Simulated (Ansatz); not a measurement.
# Phonon-limited resistivity of Pd-Os-Pd stack of (111) layers

The plan: relax Pd-Os-Pd stack of (111) layers, check its phonons, and, if the lattice is stable, compute its Eliashberg function and ρ(T).

Method: DFT PBEsol, scalar-relativistic, plane waves, PAW; PAW set soft_1, in Ansatz 0.2.0.

Most raw output is cut from this account.

### Step 1. The starting structure

The cell holds 3 atoms: 2 Pd and 1 Os. Its edges and angles: a = 2.709 Å, b = 2.709 Å, c = 15.425 Å, α = 90.0°, β = 90.0°, γ = 120.0°. Vacuum lies along c.

### Step 2. Relaxation

Lattice constant and positions set the bands and the force constants, so the cell is relaxed first.

input.yaml

```yaml
crystal:
  lattice:
    - [2.70946, 0.0, 0.0]
    - [-1.35473, 2.34646, 0.0]
    - [0.0, 0.0, 15.42453]
  atoms:
    - { symbol: Pd, position: [0.0, 0.0, 0.3565748] }
    - { symbol: Os, position: [0.33333333, 0.66666667, 0.5] }
    - { symbol: Pd, position: [0.66666667, 0.33333333, 0.6434252] }
  periodic: [true, true, false]
kpoints:
  mp_grid: { grid: [12, 12, 1] }
hamiltonian:
  xc: pbesol
  pseudopotentials: { kind: paw, azcp: { folder: soft_1 }, xc_functional: pbe }
scf:
  occupations: { method: gaussian, width: 0.1 }
output:
  forces: true
  stress: true
  eigenvalues: true
relax:
  adjacent_minimum: "off"
  f_tol: 0.005
  max_steps: 80
  cell: { stress_2d_tol: 0.02 }
```

The run is started by

```bash
> ansatz run input.yaml --threads 4 --pin off --max-ram 12288MiB --backend cpu --events-out ev --progress --plain --runs-dir out
```

Wall time 18 s (4 threads of Arm Neoverse V1, shared host); peak memory 0.58 GiB; 70 s of CPU time.

Step by step:

| step | energy less that of the first step (eV) | largest force component (eV/Å) | volume (Å³) |
| --- | --- | --- | --- |
| 1 | 0.0000 | 0.3492 | 207.57 |
| 2 | 0.0058 | 0.4427 | 203.75 |
| 3 | -0.0176 | 0.0306 | 205.88 |
| 4 | -0.0177 | 0.0025 | 205.84 |
| 5 | -0.0177 | 0.0001 | 205.87 |
| 6 | -0.0177 | 0.0000 | 205.90 |
| 7* | -0.0176 | 0.0001 | 205.90 |

Relaxation steps marked * repeat the geometry before them on a plane-wave basis chosen anew for their cell, so energy and pressure can jump there. Relaxation step 2 was tried and not accepted.

Forces are held to the 12 operations that the run works with; a distortion that breaks them can't arise in this run.

```
cell as run  before  after  change
      a (Å)   2.709  2.699  -0.4 %
      b (Å)   2.709  2.699  -0.4 %
```

The atoms that moved most (Å, along periodic axes as changes of fractional coordinates times the final cell, across vacuum about the mean position):

```
atom     dx     dy      dz  length
 Pd3  0.000  0.000  -0.034   0.034
 Pd1  0.000  0.000   0.034   0.034
```

Final coordinates:

```xyz
3
Lattice="2.6985 0.0000 0.0000 -1.3493 2.3370 0.0000 0.0000 0.0000 32.6491" Properties=species:S:1:pos:R:3
Pd    0.0000    0.0000    5.5343
Os    0.0000    1.5580    7.7123
Pd    1.3493    0.7790    9.8903
```

Numbers from this step:

```
metallic on mesh  : yes
gap on the k-mesh : 0 eV
```

The relaxation ends with a largest force component of 7.1e-5 eV/Å.

### Step 3. Relaxing tightly for phonons

No force is left; the cell is relaxed once more with another smearing and tight thresholds.

input.yaml, the sections that differ from step 2:

```yaml
crystal:
  lattice:
    - [2.6985133768, 0.0, 0.0]
    - [-1.3492566884, 2.3369811368, 0.0]
    - [0.0, 0.0, 32.6490652006]
  atoms:
    - { symbol: Pd, position: [0.0, 0.0, 0.1695072509] }
    - { symbol: Os, position: [0.3333333333, 0.6666666667, 0.2362170234] }
    - { symbol: Pd, position: [0.6666666667, 0.3333333333, 0.302926796] }
  periodic: [true, true, false]
scf:
  occupations: { method: methfessel_paxton, width: 0.2 }
relax:
  adjacent_minimum: "off"
  f_tol: 0.001
  max_steps: 60
  cell: { stress_2d_tol: 0.002 }
# kpoints, hamiltonian, output: as in step 2
```

Wall time 13 s (4 threads); peak memory 0.58 GiB; 51 s of CPU time.

Little changed from the start: no atom moved by 0.005 Å and no cell edge by 0.1 %.

### Step 4. Phonons by linear response: q 2×2×1, k 8×8×1

Before any scattering is computed, the phonons show whether the structure is a minimum.

input.yaml

```yaml
crystal:
  lattice:
    - [2.69788099, 0.0, 0.0]
    - [-1.348940495, 2.3364334737, 0.0]
    - [0.0, 0.0, 32.6490652006]
  atoms:
    - { symbol: Pd, position: [0.0, 0.0, 0.1694703722] }
    - { symbol: Os, position: [0.3333333333, 0.6666666667, 0.2362170234] }
    - { symbol: Pd, position: [0.6666666667, 0.3333333333, 0.3029636747] }
  periodic: [true, true, false]
kpoints:
  mp_grid: { grid: [8, 8, 1] }
hamiltonian:
  xc: pbesol
  pseudopotentials: { kind: paw, azcp: { folder: soft_1 }, xc_functional: pbe }
scf:
  occupations: { method: methfessel_paxton, width: 0.2 }
output:
  eigenvalues: true
phonons:
  method: dfpt
  qmesh: [2, 2, 1]
  temperatures: { t_max: 1000, t_step: 50 }
  qpath:
    path:
      - [0.0, 0.0, 0.0]
      - [0.5, 0.0, 0.0]
      - [0.33333333, 0.33333333, 0.0]
      - [0.0, 0.0, 0.0]
    npoints: 10
```

Wall time 77 s (4 threads); peak memory 0.92 GiB; 4.8 min of CPU time.

This step gave:

* share of imaginary modes in the plain interpolation between solved wavevectors: 0.2207
* highest frequency, solved or plainly interpolated: 231.3 cm⁻¹

Solved on the 2×2×1 mesh alone; all other wavevectors are interpolated. Phonon branches along the path, in cm⁻¹:

```csv
point,branch 1,branch 2,branch 3,branch 4,branch 5,branch 6,branch 7,branch 8,branch 9
Γ,0,0,0,76,76,104,104,150,191
halfway,-80,-38,56,116,124,151,161,170,174
M,-135,-94,64,146,148,150,154,228,231
halfway,-135,-93,30,150,154,168,170,222,224
K,-139,-72,-72,153,153,202,203,204,204
halfway,-84,-70,60,133,134,153,157,180,184
Γ,0,0,0,76,76,104,104,150,191
```

Lowest modes at the softest wavevector of the mesh. Modes at q = (0.500, 0.000, 0.000), with each element's share of the kinetic energy (negative means imaginary):

```
mode  frequency (cm⁻¹)  Pd %  Os %
   1            -134.6     6    94
   2             -93.7     7    93
   3              63.5     5    95
   4             145.5   100     0
   5             148.0    88    12
   6             149.9    95     5
```

Displacements in mode 1 (-134.6 cm⁻¹), the largest set to 1, in the home cell:
```
Pd1 -0.06 -0.04  0.27
Os2  0.53  0.31  1.00
Pd3 -0.06 -0.04  0.27
```

Displacements in mode 6 (149.9 cm⁻¹), the largest set to 1, in the home cell:
```
Pd1  0.58 -1.00  0.00
Os2 -0.13  0.23  0.00
Pd3  0.58 -1.00  0.00
```

Among the solved wavevectors the lowest mode, translations apart, is -135 cm⁻¹, imaginary.

### Step 5. Lattice stability: q 3×3×1, k 9×9×1

An imaginary mode on so few k-points may come from the sampling, so the phonons are repeated with another q and k mesh.

input.yaml, as its differences from that of step 4:

```diff
@@ -11,3 +11,3 @@
 kpoints:
-  mp_grid: { grid: [8, 8, 1] }
+  mp_grid: { grid: [9, 9, 1] }
 hamiltonian:
@@ -21,3 +21,3 @@
   method: dfpt
-  qmesh: [2, 2, 1]
+  qmesh: [3, 3, 1]
   temperatures: { t_max: 1000, t_step: 50 }
```

Wall time 3.1 min (4 threads); peak memory 1.2 GiB.

Numbers from this step:

* zero point energy: 0.07784 eV/cell
* share of imaginary modes in the plain interpolation between solved wavevectors: 0
* highest frequency, solved or plainly interpolated: 230.2 cm⁻¹

Solved on the 3×3×1 mesh alone; all other wavevectors are interpolated. Phonon branches along the path, in cm⁻¹:

| point | branch 1 | branch 2 | branch 3 | branch 4 | branch 5 | branch 6 | branch 7 | branch 8 | branch 9 |
| --- | --- | --- | --- | --- | --- | --- | --- | --- | --- |
| Γ | 0 | 0 | 0 | 72 | 72 | 101 | 101 | 153 | 197 |
| halfway | 70 | 77 | 103 | 113 | 128 | 147 | 161 | 177 | 186 |
| M | 62 | 102 | 115 | 139 | 145 | 151 | 190 | 224 | 230 |
| halfway | 65 | 114 | 115 | 150 | 159 | 166 | 184 | 216 | 220 |
| K | 63 | 116 | 116 | 168 | 168 | 191 | 191 | 201 | 202 |
| halfway | 76 | 98 | 103 | 129 | 132 | 153 | 166 | 184 | 189 |
| Γ | 0 | 0 | 0 | 72 | 72 | 101 | 101 | 153 | 197 |

Lowest modes at the softest wavevector of the mesh. The modes at q = (0.333, 0.333, 0.000) (shares of kinetic energy by element, %):

```
mode  frequency (cm⁻¹)  Pd %  Os %
   1              63.4     0   100
   2             116.3    53    47
   3             116.3    53    47
   4             167.7    52    48
   5             167.7    52    48
   6             190.7    95     5
```

Displacements in mode 1 (63.4 cm⁻¹), the largest set to 1, in the home cell (x, y, z of the real part, then of the imaginary part):
```
Pd1  0.00 -0.03  0.00  0.03  0.00  0.00
Os2  0.00  0.00 -1.00  0.00  0.00  0.00
Pd3 -0.03  0.02  0.00  0.02  0.03  0.00
```

Displacements in mode 4 (167.7 cm⁻¹), the largest set to 1, in the home cell (x, y, z of the real part, then of the imaginary part):
```
Pd1 -0.11 -0.11 -0.94 -0.11  0.11  0.34
Os2  0.37  0.33  0.00  0.71 -0.01  0.00
Pd3 -0.21 -0.25 -0.45  0.25 -0.21 -0.13
```

Among the solved wavevectors the lowest mode, translations apart, is 63.4 cm⁻¹, so these are real on this k mesh. This mesh lacks the wavevector at which the coarser one was unstable.

### Step 6. Resistivity: q 3×3×1, k 9×9×1, scattering 18×18×1

Phonons, couplings and the Boltzmann equation in one run.

input.yaml, as its differences from that of step 5:

```diff
@@ -30 +30,5 @@
     npoints: 10
+  electrical_resistivity:
+    mesh: [18, 18, 1]
+    temperatures: [20.0, 50.0, 77.0, 100.0, 150.0, 200.0, 300.0, 400.0, 600.0, 800.0]
+  superconductivity: { mesh: [18, 18, 1] }
```

Run time: 4.2 min. Hardware: 4 threads; peak memory 2.7 GiB.

Numbers from this step:

- cell height: 32.65 Å
- sheet resistance 300K: 276.5 Ω/square, mean in the plane
- resistivity at 300 K: 90.28 μΩ cm, mean of the axes, of the whole cell with its vacuum
- coupling constant λ: 0.8988
- density of states at the Fermi level: 1.721 states/eV a spin and cell
- log mean phonon energy ħω_log: 9.032 meV
- transport coupling constant λ_tr: 1.445, 1.445, 0 (xx, yy, zz)
- Drude plasma energy: 3.431, 3.431, 0 eV (xx, yy, zz), of the whole cell with its vacuum
- second-moment phonon energy ħω₂: 11.45 meV

Some points of the scattering mesh along the symmetry lines, up to three branches each (those of largest λ), at most 39 rows; the frequencies are those of the scattering step, which can differ from the solved and plainly interpolated ones; single rows converge slowly. Mode couplings:

| q1 | q2 | q3 | branch | ħω (meV) | λ_q | half width (meV) |
| --- | --- | --- | --- | --- | --- | --- |
| 0.3333 | 0 | 0 | 1 | 8.64 | 0.245 | 0.0989 |
| 0.3333 | 0 | 0 | 2 | 10.76 | 0.0811 | 0.0508 |
| 0.3333 | 0 | 0 | 3 | 12.36 | 0.111 | 0.0913 |
| 0.3889 | 0.2222 | 0 | 1 | 11.92 | 0.223 | 0.172 |
| 0.3889 | 0.2222 | 0 | 2 | 12.7 | 0.188 | 0.164 |
| 0.3889 | 0.2222 | 0 | 3 | 14.78 | 0.0754 | 0.089 |
| 0.2778 | 0.2778 | 0 | 1 | 10.91 | 0.458 | 0.294 |
| 0.2778 | 0.2778 | 0 | 2 | 11.28 | 0.283 | 0.195 |
| 0.2778 | 0.2778 | 0 | 3 | 14.35 | 0.153 | 0.17 |
| 0.1111 | 0.1111 | 0 | 1 | 6.76 | 0.0557 | 0.0137 |
| 0.1111 | 0.1111 | 0 | 3 | 10.63 | 0.101 | 0.062 |
| 0.1111 | 0.1111 | 0 | 5 | 14.46 | 0.0322 | 0.0363 |

The run reports squared frequencies that differ by up to 61 % between the solve mesh and the fine mesh. Some states were left unconverged by the eigensolver. By its own test the run is not converged in the mesh. λ = 0.899 and 276 Ω per square at 300 K. A coarser mesh gave an imaginary mode at a wavevector that this mesh lacks.

### Step 7. Coupling and resistivity: scattering mesh 24×24×1

The next rung changes the scattering mesh, which samples the Fermi surface.

input.yaml, as its differences from that of step 6:

```diff
@@ -31,4 +31,4 @@
   electrical_resistivity:
-    mesh: [18, 18, 1]
+    mesh: [24, 24, 1]
     temperatures: [20.0, 50.0, 77.0, 100.0, 150.0, 200.0, 300.0, 400.0, 600.0, 800.0]
-  superconductivity: { mesh: [18, 18, 1] }
+  superconductivity: { mesh: [24, 24, 1] }
```

Wall time 4.5 min (4 threads); peak memory 2.7 GiB.

Numbers from this step:

- sheet resistance 300K: 285.4 Ω/square, mean in the plane
- resistivity at 300 K: 93.19 μΩ cm, mean of the axes, of the whole cell with its vacuum
- coupling constant λ: 0.9128
- density of states at the Fermi level: 1.612 states/eV a spin and cell
- log mean phonon energy ħω_log: 8.823 meV
- transport coupling constant λ_tr: 1.543, 1.543, 0 (xx, yy, zz)
- Drude plasma energy: 3.322, 3.322, 0 eV (xx, yy, zz), of the whole cell with its vacuum
- second-moment phonon energy ħω₂: 11.24 meV

The run reports squared frequencies that differ by up to 61 % between the solve mesh and the fine mesh. Some states were left unconverged by the eigensolver. By its own test the run is not converged in the mesh. λ = 0.913 and 285 Ω per square at 300 K, against 0.899 and 276 in the run with q 3×3×1, k 9×9×1, scattering 18×18×1 (+1.6 % and +3.2 %). The run's own test puts 29 % between its two finest meshes on the component of the resistivity at 300 K that moves most, more than that change. A coarser mesh gave an imaginary mode at a wavevector that this mesh lacks.

### Step 8. Electron–phonon run: q 3×3×1, k 12×12×1, scattering 24×24×1

The next rung changes the k mesh of the density and its response.

input.yaml, as its differences from that of step 7:

```diff
@@ -11,3 +11,3 @@
 kpoints:
-  mp_grid: { grid: [9, 9, 1] }
+  mp_grid: { grid: [12, 12, 1] }
 hamiltonian:
```

The mesh is denser.

It took 5.8 min on 4 threads; peak memory 2.3 GiB; 23 min of CPU time.

Numbers from this step:

```
highest frequency, solved or plainly interpolated : 233.1 cm⁻¹
sheet resistance 300K                             : 287.3 Ω/square, mean in the plane
resistivity at 300 K                              : 93.82 μΩ cm, mean of the axes, of the whole cell with its vacuum
coupling constant λ                               : 0.9008
density of states at the Fermi level              : 1.636 states/eV a spin and cell
log mean phonon energy ħω_log                     : 8.23 meV
transport coupling constant λ_tr                  : 1.503, 1.503, 0 (xx, yy, zz)
Drude plasma energy                               : 3.291, 3.291, 0 eV (xx, yy, zz), of the whole cell with its vacuum
second-moment phonon energy ħω₂                   : 11.23 meV
```

The run reports squared frequencies that differ by up to 34 % between the solve mesh and the fine mesh. Some states were left unconverged by the eigensolver. By its own test the run is not converged in the mesh. λ = 0.901 and 287 Ω per square at 300 K, against 0.899 and 276 in the run with q 3×3×1, k 9×9×1, scattering 18×18×1 (+0.2 % and +3.9 %). The run's own test puts 22 % between its two finest meshes on the component of the resistivity at 300 K that moves most, more than that change. By the run's own test λ moves by 19 % between its two finest scattering meshes. A coarser mesh gave an imaginary mode at a wavevector that this mesh lacks.

### Step 9. The ladder

Times are for 4 threads of Arm Neoverse V1, shared host. The series side by side:

```
no.                                     run  sheet resistance 300K (Ω/square, mean in the plane)  coupling constant λ  log mean phonon energy ħω_log (meV)     time  memory (GiB)
  1    q 3×3×1, k 9×9×1, scattering 18×18×1                                                276.5               0.8988                                9.032  4.2 min           2.7
  2    q 3×3×1, k 9×9×1, scattering 24×24×1                                                285.4               0.9128                                8.823  4.5 min           2.7
  3  q 3×3×1, k 12×12×1, scattering 24×24×1                                                287.3               0.9008                                 8.23  5.8 min           2.3
```

The runs together, line α²F. The Eliashberg function α²F, α²F by phonon energy; read off at these points:

```csv
phonon energy (meV),"q 3×3×1, k 9×9×1, scattering 18×18×1","q 3×3×1, k 9×9×1, scattering 24×24×1","q 3×3×1, k 12×12×1, scattering 24×24×1"
0.50,0,0,0
1.00,8.9e-5,8.9e-5,9.0e-5
1.50,2.1e-4,3.1e-4,3.1e-4
2.00,4.3e-4,5.6e-4,0.00269
2.50,7.0e-4,9.5e-4,0.0563
3.00,0.00124,0.00134,0.114
3.50,0.00168,0.00197,0.128
4.00,0.0275,0.0549,0.124
4.50,0.272,0.204,0.128
5.00,0.200,0.195,0.126
5.50,0.194,0.232,0.150
6.00,0.255,0.643,0.163
6.50,0.560,0.404,0.187
7.00,0.250,0.240,0.225
7.50,0.225,0.213,0.283
8.00,0.220,0.205,0.480
8.50,0.270,0.266,0.516
8.76,0.513,0.520,0.563
9.00,0.194,0.313,0.253
9.50,0.437,0.410,0.278
10.00,0.584,0.590,0.337
10.12,0.629,0.637,0.345
10.50,0.508,0.473,0.437
10.80,0.245,0.247,0.709
11.00,0.230,0.172,0.477
11.50,0.253,0.262,0.518
11.72,0.942,0.863,0.462
12.00,0.513,0.520,0.267
12.50,0.298,0.291,0.256
13.00,0.181,0.191,0.167
13.50,0.183,0.169,0.167
14.00,0.133,0.129,0.137
14.50,0.244,0.201,0.253
15.00,0.0268,0.0274,0.0417
15.50,0.0293,0.0281,0.0315
16.00,0.0329,0.0313,0.0356
16.50,0.0393,0.0374,0.0430
17.00,0.0451,0.0444,0.0524
17.50,0.0570,0.0591,0.0678
18.00,0.0775,0.0739,0.0836
18.50,0.128,0.137,0.204
19.00,0.252,0.255,0.231
19.50,0.185,0.161,0.149
20.00,0.128,0.122,0.116
20.50,0.274,0.293,0.177
20.82,0.370,0.360,0.286
21.00,0.247,0.242,0.369
21.50,0.0568,0.0529,0.153
22.00,0.0505,0.0456,0.0503
22.50,0.0499,0.0445,0.0525
23.00,0.110,0.114,0.124
23.50,0.0998,0.0907,0.0803
24.00,0.0616,0.0599,0.0471
24.50,0.0423,0.0395,0.0386
25.00,0.0444,0.0391,0.0413
25.50,0.0574,0.0499,0.0570
26.00,0.0994,0.0989,0.110
26.50,0.0983,0.0872,0.0881
27.00,0.0916,0.0865,0.0759
27.50,0.0718,0.0656,0.0633
28.00,0.0632,0.0615,0.0596
28.50,0.0289,0.0309,0.0300
29.00,0.0136,0.0168,-
```

### Step 10. What came out

```
run                                             : PBEsol, q 3×3×1, k 12×12×1, scattering 24×24×1
coupling constant λ                             : 0.901
log mean phonon energy ħω_log                   : 8.23 meV
states at the Fermi level                       : 1.64 states/eV/spin/cell
sheet resistance at 300 K                       : 287 Ω per square
change between its two finest scattering meshes : λ 19 %, resistivity at 300 K 22 %
time of that run                                : 5.8 min
```

**Reading.** On the last rung that gave a resistivity at the base settings (q 3×3×1, k 12×12×1, scattering 24×24×1), Pd-Os-Pd stack of (111) layers has λ = 0.90 and a phonon-limited sheet resistance of 287 Ω per square at 300 K. Across the runs of step 9 the sheet resistance 300K runs from 276 Ω/square, mean in the plane (q 3×3×1, k 9×9×1, scattering 18×18×1) to 287 Ω/square, mean in the plane (q 3×3×1, k 12×12×1, scattering 24×24×1). The coupling is strong (λ = 0.90), so phonons raise the electrons' mass at the Fermi surface by about 90 %, if this value holds on finer meshes. The coarsest meshes gave an imaginary mode at a wavevector that the finer q mesh does not hold, so the instability is unseen there and not shown to be gone. By the run's own test λ moves by 19 % between the two scattering meshes. Values of ρ(T) under 50 K rest on the softest modes, mostly interpolated ones, and are the least sure of the table. The high-temperature form ρ = 2π k_B T λ_tr/(ħ ε₀ ω_p²) gives 168 μΩ cm along x at 300 K, against 93.8 from the Boltzmann equation. Ziman's lowest order at 300 K, 158, lies between: the step down to it comes mostly from the finite phonon energies, and the full solution lies lower still, since it lets the current shift to the states that scatter least. By their share in the modes' patterns, Os atoms take 66 % of λ. The three lowest branches give 85 % of λ. By the run's own test, which takes the component that moves most, the resistivity at 300 K moves by 22 % between its two finest scattering meshes, so it is not converged. Only scattering by harmonic phonons counts; impurities, grain boundaries and thermal expansion are left out. The resistivity belongs to the whole cell, vacuum included; the sheet resistance is the quantity that does not depend on the vacuum. Spin–orbit coupling, left out here, matters for Os. The PAW files were made for PBE; under other functionals the run regenerates their frozen core. The c of the given cell is the typed one; the program laid its own vacuum and ran the layer in a cell 32.6 Å high. The structure was built by hand as an ordered model, and its stability against other phases was not tested.

[Logs are printed without paths, hosts, clocks, repeated set-up lines and the standing remarks that a program may print on its own settings, such as how far it seeks lower states.]

[Hosts, paths, dates, database ids (printed as entryN), source tags and the programs' standing remarks are cut or masked in the printed files.]
